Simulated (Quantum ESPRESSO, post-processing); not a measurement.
# 1T-TiTe2, 1 layer: vacuum convergence, part 2 of 2

Which setting serves for 1T-TiTe2, 1 layer? The runs below step through one kind of setting.

Quantum ESPRESSO 7.5; plane-wave DFT, PBE, SG15 norm-conserving pseudopotentials.

So far. Step 4 (Self-consistent run: 18 Å of vacuum): By band count these two levels touch or overlap: there is no gap, and they are no band edges. Step 5 (Electrostatic potential): Counted from each run's own zero (the Fermi level), the vacuum level differs from the first run's by +0 meV.

## Step 6: SCF with pw.x: 14 Å of vacuum

c4.in

```
&control
  prefix = 'c4'
  outdir = './out'
  pseudo_dir = './pseudo'
  calculation = 'scf'
  tprnfor = .true.
/
&system
  ibrav = 0
  nat = 3
  ntyp = 2
  ecutwfc = 60
  ecutrho = 240
  occupations = 'smearing'
  smearing = 'fd'
  degauss = 0.004
/
&electrons
  conv_thr = 1e-07
  mixing_beta = 0.4
  electron_maxstep = 120
  mixing_mode = 'local-TF'
/
ATOMIC_SPECIES
  Te  127.6000  Te_ONCV_PBE-1.2.upf
  Ti  47.8670  Ti_ONCV_PBE-1.2.upf
CELL_PARAMETERS angstrom
  3.75000000000000 0.00000000000000 0.00000000000000
  -1.87500000000000 3.24759526419164 0.00000000000000
  0.00000000000000 0.00000000000000 17.67592165313680
ATOMIC_POSITIONS crystal
  Te  0.666666666667 0.333333333333 0.396018953770
  Ti  0.000000000000 0.000000000000 0.500000000000
  Te  0.333333333333 0.666666666667 0.603981046230
K_POINTS automatic
  6 6 1 0 0 0
```

Run with:

```
$ OMP_NUM_THREADS=1 mpirun -n 4 pw.x -nk 2 -in c4.in > c4.out
```

What it wrote:

```text
[banner, memory and clock lines left out]
Program PWSCF v.7.5 starts
[...]
Message from routine setup:
[...]
number of electrons       =        44.00
     number of Kohn-Sham states=           26
     kinetic-energy cutoff     =      60.0000  Ry
     charge density cutoff     =     240.0000  Ry
[...]
number of k points=     7  Fermi-Dirac smearing, width (Ry)=  0.0040
[...]
Dense  grid:    91299 G-vectors     FFT dimensions: (  36,  36, 180)
[...]
negative rho (up, down):  3.459E-04 0.000E+00
     Starting wfcs are random
[...]
negative rho (up, down):  7.963E-08 0.000E+00
[...]
estimated scf accuracy    <       0.07655960 Ry
[...]
estimated scf accuracy    <       0.03614060 Ry
[...]
estimated scf accuracy    <       0.01524893 Ry
[...]
estimated scf accuracy    <       0.00636128 Ry
[...]
estimated scf accuracy    <       0.00064268 Ry
[...]
estimated scf accuracy    <       0.00056384 Ry
[...]
estimated scf accuracy    <       0.00047427 Ry
[...]
estimated scf accuracy    <       0.00003013 Ry
[...]
estimated scf accuracy    <       0.00014437 Ry
[...]
estimated scf accuracy    <       0.00000432 Ry
[...]
estimated scf accuracy    <       0.00000079 Ry
[...]
estimated scf accuracy    <       0.00000023 Ry
[...]
the Fermi energy is     1.0597 ev
!    total energy              =    -465.09161844 Ry
     estimated scf accuracy    <       0.00000005 Ry
     smearing contrib. (-TS)   =      -0.00205805 Ry
     internal energy E=F+TS    =    -465.08956038 Ry
[...]
one-electron contribution =   -1627.88733661 Ry
     hartree contribution      =     808.06739092 Ry
     xc contribution           =     -51.26186129 Ry
     ewald contribution        =     405.99224659 Ry
     convergence has been achieved in  13 iterations
[...]
Total force =     0.037761     Total SCF correction =     0.000367
[...]
```

The job ended after 17 s (4 MPI ranks of Arm Neoverse V2, shared host; peak memory 0.37 GiB).

Numbers from this step:

```
Fermi energy                         : 1.060 eV
valence top, on the run's zero       : 1.595 eV
conduction bottom, on the run's zero : 0.9405 eV
```

The program's own clock; routines nest. Time by routine:

| routine | wall time (s) | calls |
| --- | --- | --- |
| PWSCF | 16.56 | 1 |
| electrons | 16.04 | 1 |
| c_bands | 11.45 | 14 |
| cegterg | 10.84 | 56 |
| h_psi | 9.01 | 324 |
| fftw | 8.54 | 9840 |
| vloc_psi | 7.93 | 324 |
| mix_rho | 2.56 | 14 |
| sum_band | 1.54 | 14 |
| ffts | 1.45 | 1160 |
| calbec | 0.56 | 340 |
| add_vuspsi | 0.53 | 324 |
| h_psi:calbec | 0.51 | 324 |
| v_of_rho | 0.44 | 14 |

By band count these two levels touch or overlap: there is no gap, and they are no band edges.

## Step 7: Electrostatic potential

c4.pot.in

```
&inputpp
  prefix = 'c4'
  outdir = './out'
  filplot = 'c4.pot.dat'
  plot_num = 11
/
```

Run with:

```
$ OMP_NUM_THREADS=1 mpirun -n 4 pp.x -in c4.pot.in > c4.pot.out
```

Elapsed: 0.71 s, on 4 MPI ranks; peak memory 0.12 GiB.

Counted from each run's own zero (the Fermi level), the vacuum level differs from the first run's by +0 meV.

## Step 8: Self-consistent run: 12 Å of vacuum

c6.in, as its differences from the input of step 6:

```diff
@@ -1,3 +1,3 @@
 &control
-  prefix = 'c4'
+  prefix = 'c6'
   outdir = './out'
@@ -29,7 +29,7 @@
   -1.87500000000000 3.24759526419164 0.00000000000000
-  0.00000000000000 0.00000000000000 17.67592165313680
+  0.00000000000000 0.00000000000000 15.67592165313680
 ATOMIC_POSITIONS crystal
-  Te  0.666666666667 0.333333333333 0.396018953770
+  Te  0.666666666667 0.333333333333 0.382752614664
   Ti  0.000000000000 0.000000000000 0.500000000000
-  Te  0.333333333333 0.666666666667 0.603981046230
+  Te  0.333333333333 0.666666666667 0.617247385336
 K_POINTS automatic
```

Run with:

```
$ OMP_NUM_THREADS=1 mpirun -n 4 pw.x -nk 2 -in c6.in > c6.out
```

What it wrote:

```text
[banner, memory and clock lines left out]
Program PWSCF v.7.5 starts
[...]
Message from routine setup:
[...]
number of electrons       =        44.00
     number of Kohn-Sham states=           26
     kinetic-energy cutoff     =      60.0000  Ry
     charge density cutoff     =     240.0000  Ry
[...]
number of k points=     7  Fermi-Dirac smearing, width (Ry)=  0.0040
[...]
Dense  grid:    80889 G-vectors     FFT dimensions: (  36,  36, 150)
[...]
negative rho (up, down):  3.032E-04 0.000E+00
     Starting wfcs are random
[...]
estimated scf accuracy    <       0.07836035 Ry
[...]
estimated scf accuracy    <       0.03634650 Ry
[...]
estimated scf accuracy    <       0.01527026 Ry
[...]
estimated scf accuracy    <       0.00064785 Ry
[...]
estimated scf accuracy    <       0.00041871 Ry
[...]
estimated scf accuracy    <       0.00042127 Ry
[...]
estimated scf accuracy    <       0.00008891 Ry
[...]
estimated scf accuracy    <       0.00002138 Ry
[...]
estimated scf accuracy    <       0.00000335 Ry
[...]
estimated scf accuracy    <       0.00000793 Ry
[...]
negative rho (up, down):  5.673E-08 0.000E+00
[...]
estimated scf accuracy    <       0.00000039 Ry
[...]
the Fermi energy is     1.8175 ev
!    total energy              =    -465.09159691 Ry
     estimated scf accuracy    <       0.00000008 Ry
     smearing contrib. (-TS)   =      -0.00205818 Ry
     internal energy E=F+TS    =    -465.08953874 Ry
[...]
one-electron contribution =   -1315.45886524 Ry
     hartree contribution      =     653.07951812 Ry
     xc contribution           =     -51.26218669 Ry
     ewald contribution        =     248.55199507 Ry
     convergence has been achieved in  12 iterations
[...]
Total force =     0.037733     Total SCF correction =     0.001454
[...]
```

It took 14 s on 4 MPI ranks; peak memory 0.33 GiB; 54 s of CPU time.

Numbers from this step:

```
free energy                          : -6327.8935 eV
energy at zero smearing              : -6327.8795 eV
Fermi energy                         : 1.817 eV
valence top, on the run's zero       : 2.353 eV
conduction bottom, on the run's zero : 1.698 eV
```

The program's own clock; routines nest. Time by routine:

| routine | wall time (s) | calls |
| --- | --- | --- |
| PWSCF | 13.16 | 1 |
| electrons | 12.72 | 1 |
| c_bands | 9.31 | 13 |
| cegterg | 8.71 | 52 |
| h_psi | 7.17 | 290 |
| fftw | 6.72 | 9334 |
| vloc_psi | 6.27 | 290 |
| mix_rho | 1.82 | 13 |
| sum_band | 1.19 | 13 |
| ffts | 1 | 976 |
| calbec | 0.47 | 306 |
| add_vuspsi | 0.44 | 290 |
| h_psi:calbec | 0.43 | 290 |
| v_of_rho | 0.35 | 13 |

By band count these two levels touch or overlap: there is no gap, and they are no band edges.

## Step 9: Electrostatic potential

c6.pot.in

```
&inputpp
  prefix = 'c6'
  outdir = './out'
  filplot = 'c6.pot.dat'
  plot_num = 11
/
```

Run with:

```
$ OMP_NUM_THREADS=1 mpirun -n 4 pp.x -in c6.pot.in > c6.pot.out
```

The job ended after 0.68 s (4 MPI ranks; peak memory 0.12 GiB).

This step gave:

| Item | Value |
| --- | --- |
| potential in the middle of the vacuum, over the Fermi level | 4.879 eV |

Counted from each run's own zero (the Fermi level), the vacuum level differs from the first run's by -0 meV.

## Step 10: Self-consistent run: 10 Å of vacuum

c8.in, as its differences from the input of step 8:

```diff
@@ -1,3 +1,3 @@
 &control
-  prefix = 'c6'
+  prefix = 'c8'
   outdir = './out'
@@ -29,7 +29,7 @@
   -1.87500000000000 3.24759526419164 0.00000000000000
-  0.00000000000000 0.00000000000000 15.67592165313680
+  0.00000000000000 0.00000000000000 13.67592165313680
 ATOMIC_POSITIONS crystal
-  Te  0.666666666667 0.333333333333 0.382752614664
+  Te  0.666666666667 0.333333333333 0.365606072250
   Ti  0.000000000000 0.000000000000 0.500000000000
-  Te  0.333333333333 0.666666666667 0.617247385336
+  Te  0.333333333333 0.666666666667 0.634393927750
 K_POINTS automatic
```

Run with:

```
$ OMP_NUM_THREADS=1 mpirun -n 4 pw.x -nk 2 -in c8.in > c8.out
```

What it wrote:

```text
[banner, memory and clock lines left out]
Program PWSCF v.7.5 starts
[...]
Message from routine setup:
[...]
number of electrons       =        44.00
     number of Kohn-Sham states=           26
     kinetic-energy cutoff     =      60.0000  Ry
     charge density cutoff     =     240.0000  Ry
[...]
number of k points=     7  Fermi-Dirac smearing, width (Ry)=  0.0040
[...]
Dense  grid:    70741 G-vectors     FFT dimensions: (  36,  36, 128)
[...]
negative rho (up, down):  2.800E-04 0.000E+00
     Starting wfcs are random
[...]
estimated scf accuracy    <       0.07671475 Ry
[...]
estimated scf accuracy    <       0.03664604 Ry
[...]
estimated scf accuracy    <       0.01480521 Ry
[...]
estimated scf accuracy    <       0.00312398 Ry
[...]
estimated scf accuracy    <       0.00042603 Ry
[...]
estimated scf accuracy    <       0.00028414 Ry
[...]
estimated scf accuracy    <       0.00024115 Ry
[...]
estimated scf accuracy    <       0.00003072 Ry
[...]
estimated scf accuracy    <       0.00000325 Ry
[...]
estimated scf accuracy    <       0.00000052 Ry
[...]
estimated scf accuracy    <       0.00000074 Ry
[...]
the Fermi energy is     2.7975 ev
!    total energy              =    -465.09161433 Ry
     estimated scf accuracy    <       0.00000003 Ry
     smearing contrib. (-TS)   =      -0.00205813 Ry
     internal energy E=F+TS    =    -465.08955620 Ry
[...]
one-electron contribution =   -1014.71412310 Ry
     hartree contribution      =     504.29197398 Ry
     xc contribution           =     -51.26206103 Ry
     ewald contribution        =      96.59465395 Ry
     convergence has been achieved in  12 iterations
[...]
Total force =     0.038956     Total SCF correction =     0.000560
[...]
```

The job ended after 11 s (4 MPI ranks; peak memory 0.31 GiB).

Numbers from this step:

* free energy: -6327.8938 eV
* energy at zero smearing: -6327.8798 eV
* Fermi energy: 2.797 eV
* valence top, on the run's zero: 3.333 eV
* conduction bottom, on the run's zero: 2.678 eV

The program's own clock; routines nest. Time by routine:

| routine | wall time (s) | calls |
| --- | --- | --- |
| PWSCF | 10.75 | 1 |
| electrons | 10.36 | 1 |
| c_bands | 7.56 | 13 |
| cegterg | 7.1 | 52 |
| h_psi | 5.8 | 269 |
| fftw | 5.43 | 9120 |
| vloc_psi | 5.04 | 269 |
| mix_rho | 1.47 | 13 |
| sum_band | 0.99 | 13 |
| ffts | 0.78 | 952 |
| calbec | 0.39 | 285 |
| add_vuspsi | 0.37 | 269 |
| h_psi:calbec | 0.36 | 269 |
| v_of_rho | 0.31 | 13 |

By band count these two levels touch or overlap: there is no gap, and they are no band edges.

## Step 11: Potential by pp.x

c8.pot.in

```
&inputpp
  prefix = 'c8'
  outdir = './out'
  filplot = 'c8.pot.dat'
  plot_num = 11
/
```

Run with:

```
$ OMP_NUM_THREADS=1 mpirun -n 4 pp.x -in c8.pot.in > c8.pot.out
```

It took 0.67 s on 4 MPI ranks; peak memory 0.12 GiB.

Numbers from this step:

| Quantity | Value |
| --- | --- |
| potential in the middle of the vacuum, over the Fermi level | 4.877 eV |

Counted from each run's own zero (the Fermi level), the vacuum level differs from the first run's by -3 meV.

## Step 12: Ground state: 8 Å of vacuum

c10.in, as its differences from the input of step 10:

```diff
@@ -1,3 +1,3 @@
 &control
-  prefix = 'c8'
+  prefix = 'c10'
   outdir = './out'
@@ -29,7 +29,7 @@
   -1.87500000000000 3.24759526419164 0.00000000000000
-  0.00000000000000 0.00000000000000 13.67592165313680
+  0.00000000000000 0.00000000000000 11.67592165313680
 ATOMIC_POSITIONS crystal
-  Te  0.666666666667 0.333333333333 0.365606072250
+  Te  0.666666666667 0.333333333333 0.342585375170
   Ti  0.000000000000 0.000000000000 0.500000000000
-  Te  0.333333333333 0.666666666667 0.634393927750
+  Te  0.333333333333 0.666666666667 0.657414624830
 K_POINTS automatic
```

Run with:

```
$ OMP_NUM_THREADS=1 mpirun -n 4 pw.x -nk 2 -in c10.in > c10.out
```

What it wrote:

```text
[banner, memory and clock lines left out]
Program PWSCF v.7.5 starts
[...]
Message from routine setup:
[...]
number of electrons       =        44.00
     number of Kohn-Sham states=           26
     kinetic-energy cutoff     =      60.0000  Ry
     charge density cutoff     =     240.0000  Ry
[...]
number of k points=     7  Fermi-Dirac smearing, width (Ry)=  0.0040
[...]
Dense  grid:    60319 G-vectors     FFT dimensions: (  36,  36, 120)
[...]
negative rho (up, down):  2.317E-04 0.000E+00
     Starting wfcs are random
[...]
estimated scf accuracy    <       0.07573821 Ry
[...]
estimated scf accuracy    <       0.03646309 Ry
[...]
estimated scf accuracy    <       0.01383895 Ry
[...]
estimated scf accuracy    <       0.00373455 Ry
[...]
estimated scf accuracy    <       0.00053264 Ry
[...]
estimated scf accuracy    <       0.00018822 Ry
[...]
estimated scf accuracy    <       0.00016492 Ry
[...]
estimated scf accuracy    <       0.00000216 Ry
[...]
estimated scf accuracy    <       0.00000824 Ry
[...]
estimated scf accuracy    <       0.00000060 Ry
[...]
the Fermi energy is     4.1168 ev
!    total energy              =    -465.09144750 Ry
     estimated scf accuracy    <       0.00000002 Ry
     smearing contrib. (-TS)   =      -0.00205943 Ry
     internal energy E=F+TS    =    -465.08938807 Ry
[...]
one-electron contribution =    -731.66765833 Ry
     hartree contribution      =     364.90323432 Ry
     xc contribution           =     -51.26269501 Ry
     ewald contribution        =     -47.06226904 Ry
     convergence has been achieved in  11 iterations
[...]
Total force =     0.038190     Total SCF correction =     0.000967
[...]
```

Run time: 9.8 s. Hardware: 4 MPI ranks; peak memory 0.28 GiB; 39 s of CPU time.

Numbers from this step:

* free energy: -6327.8915 eV
* energy at zero smearing: -6327.8775 eV
* Fermi energy: 4.117 eV
* valence top, on the run's zero: 4.652 eV
* conduction bottom, on the run's zero: 3.998 eV

The program's own clock; routines nest. Time by routine:

| routine | wall time (s) | calls |
| --- | --- | --- |
| PWSCF | 9.21 | 1 |
| electrons | 8.84 | 1 |
| c_bands | 6.66 | 12 |
| cegterg | 6.24 | 48 |
| h_psi | 5.17 | 259 |
| fftw | 4.88 | 8580 |
| vloc_psi | 4.54 | 259 |
| mix_rho | 1.01 | 12 |
| sum_band | 0.87 | 12 |
| ffts | 0.55 | 698 |
| calbec | 0.33 | 275 |
| h_psi:calbec | 0.3 | 259 |
| add_vuspsi | 0.3 | 259 |
| init_run | 0.28 | 1 |

By band count these two levels touch or overlap: there is no gap, and they are no band edges.

## Step 13: Potential by pp.x

c10.pot.in

```
&inputpp
  prefix = 'c10'
  outdir = './out'
  filplot = 'c10.pot.dat'
  plot_num = 11
/
```

Run with:

```
$ OMP_NUM_THREADS=1 mpirun -n 4 pp.x -in c10.pot.in > c10.pot.out
```

Run time: 0.67 s. Hardware: 4 MPI ranks; peak memory 0.12 GiB; 2.3 s of CPU time.

This step gave:

- potential in the middle of the vacuum, over the Fermi level: 4.862 eV

Counted from each run's own zero (the Fermi level), the vacuum level differs from the first run's by -17 meV.

## Step 14: The series side by side

All levels:

| level | vacuum level over the Fermi level (eV) | its change from the first (meV) | energy from the first (meV an atom) | SCF iterations | wall time (s) | peak memory (GiB) | CPU time (s) |
| --- | --- | --- | --- | --- | --- | --- | --- |
| 24 Å of vacuum | 4.88 | 0 | 0 | 14 | 28.97 | 0.49 | 115.5 |
| 18 Å of vacuum | 4.88 | 0.4858 | 0.1651 | 13 | 21.19 | 0.42 | 84.4 |
| 14 Å of vacuum | 4.88 | 0.2746 | 0.1395 | 13 | 17.1 | 0.37 | 68.06 |
| 12 Å of vacuum | 4.879 | -0.3671 | 0.2375 | 12 | 13.71 | 0.33 | 54.47 |
| 10 Å of vacuum | 4.877 | -2.932 | 0.1584 | 12 | 11.3 | 0.31 | 44.83 |
| 8 Å of vacuum | 4.862 | -17.27 | 0.9179 | 11 | 9.75 | 0.28 | 38.65 |

## Step 15: What came out

| Item | Value |
| --- | --- |
| vacuum level over the Fermi level, 24 Å of vacuum | 4.880 eV |
| cheapest step of the main series that, with all steps before it, keeps the vacuum level within 20 meV of the first | 8 Å of vacuum: -17 meV, 39 s of CPU time against 1.9 min |
| setting with the largest shift of the level | 8 Å of vacuum: -17 meV |

What this shows: The cheapest step of the main series that, with all steps before it, keeps the vacuum level within 20 meV of the first is 8 Å of vacuum: -17 meV, 39 s of CPU time against 1.9 min. Over the series the energy moves by up to 0.918 meV an atom and the vacuum level by up to 17 meV. The level is read in the middle of the vacuum, where a short gap still holds the tails of both faces. The times come from a shared host and are rough. Peak memory is sampled during the run and can miss the peak. The geometry is as built, not relaxed.

[Logs are printed without paths, hosts, clocks, repeated set-up lines and the standing remarks that a program may print on its own settings, such as how far it seeks lower states.]

[Hosts, paths, dates, database ids (printed as entryN), source tags and the programs' standing remarks are cut or masked in the printed files.]

[Maps of the electrostatic potential energy from Ansatz leave out the sawtooth potential of an applied field or a dipole correction, so their vacuum need not be flat; planar profiles and work functions include it.]
